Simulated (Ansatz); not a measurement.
# Rb2TeH2O: complex band structure, part 2 of 3

Wanted: the relaxed cell of Rb2TeH2O, its band edges and its decay constants. It is built by putting Te for part of the O in the RbHO structure of space group P2_1, with the volume rescaled by atomic radii. The parent structure comes from the Materials Project.

Ansatz 0.2.0; PBEsol DFT, plane waves, PAW files (the session's first sound run).

So far. Step 2 (Cell and atoms at rest): The largest force component on a free atom ends at 0.0014 eV/Å.

The structure was built from a prototype and need not be the compound's stable phase.

**3. Band edges**

The energy window and the wavevectors of the next steps follow from the band edges, so these are searched first, off the mesh as well.

File input.yaml:

```yaml
crystal:
  lattice:
    - [5.0524082683, -0.0005747646, -0.0191251123]
    - [-0.0005898391, 5.1851102449, 0.0508521493]
    - [-2.4991518059, 0.0650059045, 6.050959896]
  atoms:
    - { symbol: Rb, position: [0.1072641111, 0.7951169099, 0.2153013975] }
    - { symbol: Rb, position: [0.8286389919, 0.2224488592, 0.6577434128] }
    - { symbol: H, position: [0.5323920721, 1.0460099207, 1.0645039677] }
    - { symbol: H, position: [0.5417435039, 0.3448834643, 0.083037201] }
    - { symbol: Te, position: [0.3993717926, 0.7029970266, 0.7992404432] }
    - { symbol: O, position: [0.5905895283, 0.1846178192, 0.1801735778] }
kpoints:
  mp_grid: { grid: [6, 6, 4] }
  band_path: { path: [VBM, CBM], npoints: 30 }
scf:
  occupations: { method: fixed }
hamiltonian:
  xc: pbesol
output:
  eigenvalues: true
  write_potential: true
  write_density: true
  volumetric_format: npy
```

Launch:

```sh
> ansatz run input.yaml --threads 2 --pin off --max-ram 4096MiB --backend cpu --events-out ev --progress --plain --runs-dir out
```

Numbers of over 12 decimals in the logs are rounded to 6 here.

The log of the run:

```text
[...]
Crystal: 6 atoms, lattice volume = 158.254 Å³
Basis set: ecut = 420 eV, 3095 PW (Γ)
Bands: 27, of which v1, the nominal top of the filled ones, is band 21 counted from 1 (20 counted from 0)
Symmetry: 1 space group operations
[...]
k-points: 76 of 144 (time reversal used)
[...]
SCF iter   1: F=—  HF=-13931.318078 eV  |F-HF|=—  |Δ(HF+E_count)|=         —  Δρ=3.62e-3  dr2=1.89e-2  ethr=1.77e-3  ⟨swp⟩=5.0  Hψ=8552  notcnv=0  defer=282
[...]
SCF iter   7: F=-13931.313893 eV  HF=-13931.313893 eV  |F-HF|=5.90e-8  |Δ(HF+E_count)|=   4.67e-7  Δρ=3.10e-6  dr2=3.18e-8  ethr=2.38e-10  ⟨swp⟩=12.2  Hψ=11717  notcnv=0
SCF 1 converged in 7 iterations: F = -13931.313893 eV  dr2 = 3.18e-8
[...]
NSCF: frozen V_eff on 112 k-points
[...]
SCF converged after 7 iterations
Free energy (F): -13931.313893 eV
[...]
Internal energy: -13931.313893 eV  (E = F + TS)
E sigma→0 (E₀):  -13931.313893 eV
Fermi energy:    3.760793 eV
[...]
--- Band table (eV; the first three rows and the last of 76) ---
  k-point 0: bands = [... 17 lower, 0.2448, 2.9105, 3.4959, 3.6494, 5.4205, 7.2079, 8.0506, 8.5854, ... 2 higher]
  k-point 1: bands = [... 17 lower, 0.2547, 2.5986, 3.4884, 3.7037, 6.0901, 7.2032, 7.8053, 8.4966, ... 2 higher]
  k-point 2: bands = [... 17 lower, 0.2646, 2.3619, 3.4804, 3.7608, 6.8831, 7.2124, 7.2790, 8.8829, ... 2 higher]
  k-point 75: bands = [... 17 lower, 0.2064, 2.8901, 2.9624, 3.2123, 7.2549, 7.5150, 7.6211, 8.8893, ... 2 higher]
```

Elapsed: 20 s, on 2 threads of Intel Xeon 6975P-C (Granite Rapids), shared host; peak memory 0.59 GiB; 39 s of CPU time.

The column dr2 measures how far the density is from self-consistency, as an energy; F and HF (Harris–Foulkes) agree once it is small.

Numbers from this step:

```
free energy         : -13931.3139 eV
Fermi energy        : 3.761 eV
gap on the k-mesh   : 1.660 eV
gap on path         : 1.660 eV, by band count; negative where bands overlap
direct gap on path  : 1.771 eV
edge places on path : 0, 0.5201 1/A along the path
```

The electronic bands at the labelled points (eV, zero at the Fermi level (highest filled level under fixed occupations); v1 is the highest filled band, c1 the lowest empty one):

```tsv
point	v4	v3	v2	v1	c1	c2	c3	c4
VBM	-3.50	-1.40	-0.28	0.00	3.12	3.45	3.52	5.12
halfway	-3.51	-1.16	-0.27	-0.06	2.33	3.44	4.04	4.74
CBM	-3.52	-0.85	-0.26	-0.11	1.66	3.45	4.29	4.82
```

The searched edges give 1.66 eV, as on the mesh.

**4. Decaying states in the gap, plane (010), k-mesh 4×6×6**

This step: PBEsol DFT, plane waves, PAW files; complex bands by layer matching along the plane's normal (Ansatz 0.2.0).

The same crystal is laid in a cell whose first two vectors span the (010) plane (indices of the standard conventional cell, whose axes can be ordered otherwise than in the bulk input). At fixed energy and wavevector in the plane the solver finds all kz, real and complex. A few wavevectors are listed, (0, 0), (-0.5, 0) and (0.5, 0) (two of them one point) in units of the plane's reciprocal vectors; the slowest state needn't be among them.

File input.yaml:

```yaml
crystal:
  lattice:
    - [6.547068136, 0.0, 0.0]
    - [-1.946290711, 4.662525912, 0.0]
    - [0.09870696, 0.039716575, 5.18426794]
  atoms:
    - { symbol: Rb, position: [0.2153013975, 0.1072641111, 0.7951169099] }
    - { symbol: Rb, position: [0.6577434128, 0.8286389919, 0.2224488592] }
    - { symbol: H, position: [0.0645039677, 0.5323920721, 0.0460099207] }
    - { symbol: H, position: [0.083037201, 0.5417435039, 0.3448834643] }
    - { symbol: Te, position: [0.7992404432, 0.3993717926, 0.7029970266] }
    - { symbol: O, position: [0.1801735778, 0.5905895283, 0.1846178192] }
kpoints:
  mp_grid: { grid: [4, 6, 6] }
scf:
  occupations: { method: fixed }
hamiltonian:
  xc: pbesol
output:
  eigenvalues: true
  transmission:
    leads: [[0, 0]]
    kpoints: [[0.0, 0.0], [-0.5, 0.0], [0.5, 0.0]]
    e_range: [-1.0, 2.66]
    de: 0.06
```

The log of the run:

```text
[...]
Crystal: 6 atoms, lattice volume = 158.254 Å³
Basis set: ecut = 420 eV, 3095 PW (Γ)
Bands: 27, of which v1, the nominal top of the filled ones, is band 21 counted from 1 (20 counted from 0)
Symmetry: 1 space group operations
[...]
k-points: 76 of 144 (time reversal used)
[...]
SCF iter   1: F=—  HF=-13931.317890 eV  |F-HF|=—  |Δ(HF+E_count)|=         —  Δρ=3.60e-3  dr2=1.86e-2  ethr=1.77e-3  ⟨swp⟩=5.0  Hψ=8552  notcnv=0  defer=282
[...]
SCF iter   7: F=-13931.313893 eV  HF=-13931.313893 eV  |F-HF|=6.31e-8  |Δ(HF+E_count)|=   4.90e-7  Δρ=2.97e-6  dr2=2.82e-8  ethr=2.38e-10  ⟨swp⟩=12.0  Hψ=11586  notcnv=0
SCF 1 converged in 7 iterations: F = -13931.313893 eV  dr2 = 2.82e-8
[...]
transmission: 9 of 27 steps passed
transmission: 18 of 27 steps passed
transmission: 27 of 27 steps passed
SCF converged after 7 iterations
Free energy (F): -13931.313893 eV
[...]
Internal energy: -13931.313893 eV  (E = F + TS)
E sigma→0 (E₀):  -13931.313893 eV
Fermi energy:    3.760805 eV
[...]
--- Band table (eV; the first three rows and the last of 76) ---
  k-point 0: bands = [... 17 lower, 0.2448, 2.9106, 3.4959, 3.6494, 5.4205, 7.2079, 8.0506, 8.5854, ... 2 higher]
  k-point 1: bands = [... 17 lower, 0.2358, 2.9907, 3.1317, 3.5977, 5.8766, 7.3443, 8.0286, 8.3758, ... 2 higher]
  k-point 2: bands = [... 17 lower, 0.2178, 2.6294, 3.1622, 3.4976, 6.5984, 7.5690, 7.9011, 8.4979, ... 2 higher]
  k-point 75: bands = [... 17 lower, 0.2064, 2.8902, 2.9624, 3.2123, 7.2549, 7.5150, 7.6211, 8.8893, ... 2 higher]
--- Transmission ---
  basis      : 269 plane waves across, 9 finite elements along
  points     : 3, as listed
  energies   : 62 from -1.000000 to 2.660000 eV about the Fermi level, 0.060000 eV apart; the leads are filled to 0.829842 eV, and channels, transmission and decay are at 0.800000 eV
  crystal 0  : Te1Rb2H2O1, at the sites [0, 0], period 5.1843 Å: whole cells are its period
    offset         : up to 0.0000 Å between an atom of the period and one for which it stands
    channels       : 0.000000e0 a spin
    conductance    : none, the energies end too early or step too widely for 300 K: set another output.transmission.e_range or a lower de, or, where they end at an eighth of basis.ecutwfc, a higher one
    slowest decay  : 0.1827 /Å at (0.0000, 0.0000)
```

It took 58 s on 2 threads; peak memory 0.92 GiB.

Numbers from this step:

| Property | Result |
| --- | --- |
| level to which the leads are filled | 0.8298 eV from the Fermi level |
| decay constant at the filling level, zone centre | 0.1827 Å⁻¹ |
| decay constant at the filling level, slowest listed point | 0.1827 Å⁻¹ |

K parallel (0, 0); values up to 1.5 1/Å, a degenerate pair printed once or twice; energies at which all values exceed this have no row. Table of Im kz of the slowest decaying states by energy, zero at the highest filled level on the SCF mesh:

```tsv
energy (eV)	decay 1 (Å⁻¹)	decay 2 (Å⁻¹)	decay 3 (Å⁻¹)	decay 4 (Å⁻¹)
-1.00	0.245	0.563	0.787	0.808
-0.88	0.114	0.526	0.778	0.799
-0.70	0.457	0.762	0.786	0.818
-0.58	0.396	0.750	0.777	0.807
-0.40	0.213	0.247	0.731	0.763
-0.28	0.292	0.717	0.754	0.780
-0.10	0.0892	0.110	0.369	0.694
0.02	0.137	0.277	0.409	0.675
0.20	0.163	0.386	0.464	0.642
0.32	0.173	0.431	0.503	0.610
0.44	0.180	0.466	0.559	0.690
0.62	0.184	0.505	0.560	0.672
0.74	0.184	0.526	0.559	0.660
0.92	0.178	0.551	0.555	0.640
1.04	0.171	0.551	0.565	0.627
1.22	0.153	0.545	0.583	0.605
1.34	0.136	0.539	0.591	0.593
1.46	0.111	0.533	0.575	0.603
1.64	0.0366	0.521	0.551	0.603
1.76	0.513	0.535	0.592	0.621
1.94	0.499	0.509	0.574	0.631
2.06	0.488	0.491	0.562	0.637
2.24	0.462	0.471	0.544	0.645
2.36	0.441	0.458	0.532	0.651
2.54	0.408	0.436	0.514	0.660
2.66	0.384	0.421	0.501	0.667
```

K parallel (0, 0). Table of Re kz of states that move upwards by energy, zero at the highest filled level on the SCF mesh:

```tsv
energy (eV)	channel 1 (Å⁻¹)	channel 2 (Å⁻¹)
-1.00	-0.341	-
-0.88	-0.292	-
-0.76	-0.242	0.218
-0.64	-0.206	0.353
-0.52	-0.161	0.556
-0.34	-0.0811	-
-0.22	-0.315	-
-0.10	-	-
0.02	-	-
0.14	-	-
0.26	-	-
0.38	-	-
0.50	-	-
0.62	-	-
0.74	-	-
0.92	-	-
1.04	-	-
1.16	-	-
1.28	-	-
1.40	-	-
1.52	-	-
1.64	-	-
1.76	0.0860	-
1.88	0.132	-
2.00	0.169	-
2.18	0.220	-
2.30	0.252	-
2.42	0.284	-
2.54	0.316	-
2.66	0.350	-
```

K parallel (-0.5, 0); values up to 1.5 1/Å, a degenerate pair printed once or twice; energies at which all values exceed this have no row. Im kz of the slowest decaying states against energy, zero at the highest filled level on the SCF mesh:

```tsv
energy (eV)	decay 1 (Å⁻¹)	decay 2 (Å⁻¹)	decay 3 (Å⁻¹)	decay 4 (Å⁻¹)
-1.00	0.0336	0.609	0.768	0.901
-0.88	0.0646	0.576	0.759	0.892
-0.70	0.217	0.518	0.745	0.880
-0.58	0.264	0.469	0.735	0.872
-0.40	0.314	0.368	0.720	0.859
-0.28	0.0087	0.257	0.338	0.710
-0.10	0.140	0.367	0.694	0.836
0.02	0.121	0.174	0.382	0.683
0.20	0.208	0.335	0.401	0.666
0.32	0.225	0.399	0.411	0.654
0.44	0.238	0.419	0.443	0.642
0.62	0.252	0.428	0.492	0.624
0.74	0.260	0.433	0.518	0.611
0.92	0.267	0.438	0.549	0.590
1.04	0.271	0.440	0.566	0.576
1.22	0.273	0.440	0.554	0.589
1.34	0.274	0.440	0.539	0.602
1.46	0.273	0.438	0.522	0.615
1.64	0.271	0.432	0.497	0.635
1.76	0.268	0.428	0.479	0.649
1.94	0.262	0.418	0.449	0.653
2.06	0.256	0.409	0.428	0.639
2.24	0.246	0.394	0.394	0.618
2.36	0.238	0.369	0.380	0.602
2.54	0.224	0.326	0.356	0.578
2.66	0.213	0.293	0.335	0.561
```

K parallel (0.5, 0); values up to 1.5 1/Å, a degenerate pair printed once or twice; energies at which all values exceed this have no row. Im kz of the slowest decaying states against energy, zero at the highest filled level on the SCF mesh:

```tsv
energy (eV)	decay 1 (Å⁻¹)	decay 2 (Å⁻¹)	decay 3 (Å⁻¹)	decay 4 (Å⁻¹)
-1.00	0.0336	0.609	0.768	0.901
-0.88	0.0646	0.576	0.759	0.892
-0.70	0.217	0.518	0.745	0.880
-0.58	0.264	0.469	0.735	0.872
-0.40	0.314	0.368	0.720	0.859
-0.28	0.0087	0.257	0.338	0.710
-0.10	0.140	0.367	0.694	0.836
0.02	0.121	0.174	0.382	0.683
0.20	0.208	0.335	0.401	0.666
0.32	0.225	0.399	0.411	0.654
0.44	0.238	0.419	0.443	0.642
0.62	0.252	0.428	0.492	0.624
0.74	0.260	0.433	0.518	0.611
0.92	0.267	0.438	0.549	0.590
1.04	0.271	0.440	0.566	0.576
1.22	0.273	0.440	0.554	0.589
1.34	0.274	0.440	0.539	0.602
1.46	0.273	0.438	0.522	0.615
1.64	0.271	0.432	0.497	0.635
1.76	0.268	0.428	0.479	0.649
1.94	0.262	0.418	0.449	0.653
2.06	0.256	0.409	0.428	0.639
2.24	0.246	0.394	0.394	0.618
2.36	0.238	0.369	0.380	0.602
2.54	0.224	0.326	0.356	0.578
2.66	0.213	0.293	0.335	0.561
```

At the listed wavevectors the last open channel is at -0.04 eV and the next at +1.70 eV on the grid. At +0.80 eV, the grid energy nearest the filling level (the middle of the gap on the SCF mesh), the slowest state at the listed wavevectors decays with κ = 0.183 Å⁻¹, its amplitude falling by e over 5.5 Å. Through 1 nm of this crystal that state's transmission falls by exp(−2 × 0.183 Å⁻¹ × 10 Å) = 0.026.

**5. Decay over the two-dimensional zone**

The listed points could miss the slowest state, so one energy near mid-gap is solved on a mesh of 8×12.

input.yaml, as its differences from that of step 4:

```diff
@@ -20,6 +20,2 @@
   eigenvalues: true
-  transmission:
-    leads: [[0, 0]]
-    kpoints: [[0.0, 0.0], [-0.5, 0.0], [0.5, 0.0]]
-    e_range: [-1.0, 2.66]
-    de: 0.06
+  transmission: { leads: [[0, 0]], kmesh: [8, 12], e_range: [0.83, 0.84], de: 0.05 }
```

The log of the run:

```text
[...]
Crystal: 6 atoms, lattice volume = 158.254 Å³
Basis set: ecut = 420 eV, 3095 PW (Γ)
Bands: 27, of which v1, the nominal top of the filled ones, is band 21 counted from 1 (20 counted from 0)
Symmetry: 1 space group operations
[...]
k-points: 76 of 144 (time reversal used)
[...]
SCF iter   1: F=—  HF=-13931.317890 eV  |F-HF|=—  |Δ(HF+E_count)|=         —  Δρ=3.60e-3  dr2=1.86e-2  ethr=1.77e-3  ⟨swp⟩=5.0  Hψ=8552  notcnv=0  defer=282
[...]
SCF iter   7: F=-13931.313893 eV  HF=-13931.313893 eV  |F-HF|=6.31e-8  |Δ(HF+E_count)|=   4.90e-7  Δρ=2.97e-6  dr2=2.82e-8  ethr=2.38e-10  ⟨swp⟩=12.0  Hψ=11586  notcnv=0
SCF 1 converged in 7 iterations: F = -13931.313893 eV  dr2 = 2.82e-8
[...]
transmission: 54 of 450 steps passed
transmission: 90 of 450 steps passed
[...]
transmission: 450 of 450 steps passed
SCF converged after 7 iterations
Free energy (F): -13931.313893 eV
[...]
Internal energy: -13931.313893 eV  (E = F + TS)
E sigma→0 (E₀):  -13931.313893 eV
Fermi energy:    3.760805 eV
[...]
--- Band table (eV; the first three rows and the last of 76) ---
  k-point 0: bands = [... 17 lower, 0.2448, 2.9106, 3.4959, 3.6494, 5.4205, 7.2079, 8.0506, 8.5854, ... 2 higher]
  k-point 1: bands = [... 17 lower, 0.2358, 2.9907, 3.1317, 3.5977, 5.8766, 7.3443, 8.0286, 8.3758, ... 2 higher]
  k-point 2: bands = [... 17 lower, 0.2178, 2.6294, 3.1622, 3.4976, 6.5984, 7.5690, 7.9011, 8.4979, ... 2 higher]
  k-point 75: bands = [... 17 lower, 0.2064, 2.8902, 2.9624, 3.2123, 7.2549, 7.5150, 7.6211, 8.8893, ... 2 higher]
--- Transmission ---
  basis      : 269 plane waves across, 9 finite elements along
  points     : 50, standing for a mesh of 8 x 12
  energies   : 1 from 0.830000 to 0.830000 eV about the Fermi level; the leads are filled to 0.829842 eV, and channels, transmission and decay are at 0.830000 eV
[...]
channels       : 0.000000e0 a spin
    conductance    : none, crystal 0 has no channel at the energies, or these end too early or step too widely for 300 K: set another output.transmission.e_range or a lower de, or, where they end at an eighth of basis.ecutwfc, a higher one
    slowest decay  : 0.1818 /Å at (0.0000, 0.0000)
```

The job ended after 51 s (2 threads; peak memory 0.89 GiB).

This step gave:

```
least decay constant on the mesh : 0.1818 Å⁻¹
```

Slowest decay constant (1/Å; 0 where a channel is open) over k1 and k2. At 0.8300 eV from the Fermi level.

Ten even steps from '_' (0.182) to '@' (0.416):
```
@@@@@@@@@@@@@@@@
%%##########%%%%
**++++++++++****
++==--::::--==++
----::..__..----
----::______::--
------..__..::--
++++==--::::--==
******++++++++++
%%%%%%##########
@@@@@@@@@@@@@@@@
@@@@@@@@@@@@@@@@
```
Columns: k1 (b1) from -0.5 to 0.375; rows upwards: k2 (b2) from -0.5 to 0.417.

The least value on the mesh is 0.182 Å⁻¹ at +0.83 eV. At that energy the listed points give about 0.182 Å⁻¹ by interpolation, so the mesh holds no clearly slower state.

(Part 2 of 3 ends here.)

[Logs are printed without paths, hosts, clocks, repeated set-up lines and the standing remarks that a program may print on its own settings, such as how far it seeks lower states.]

[Hosts, paths, dates, database ids (printed as entryN), source tags and the programs' standing remarks are cut or masked in the printed files.]
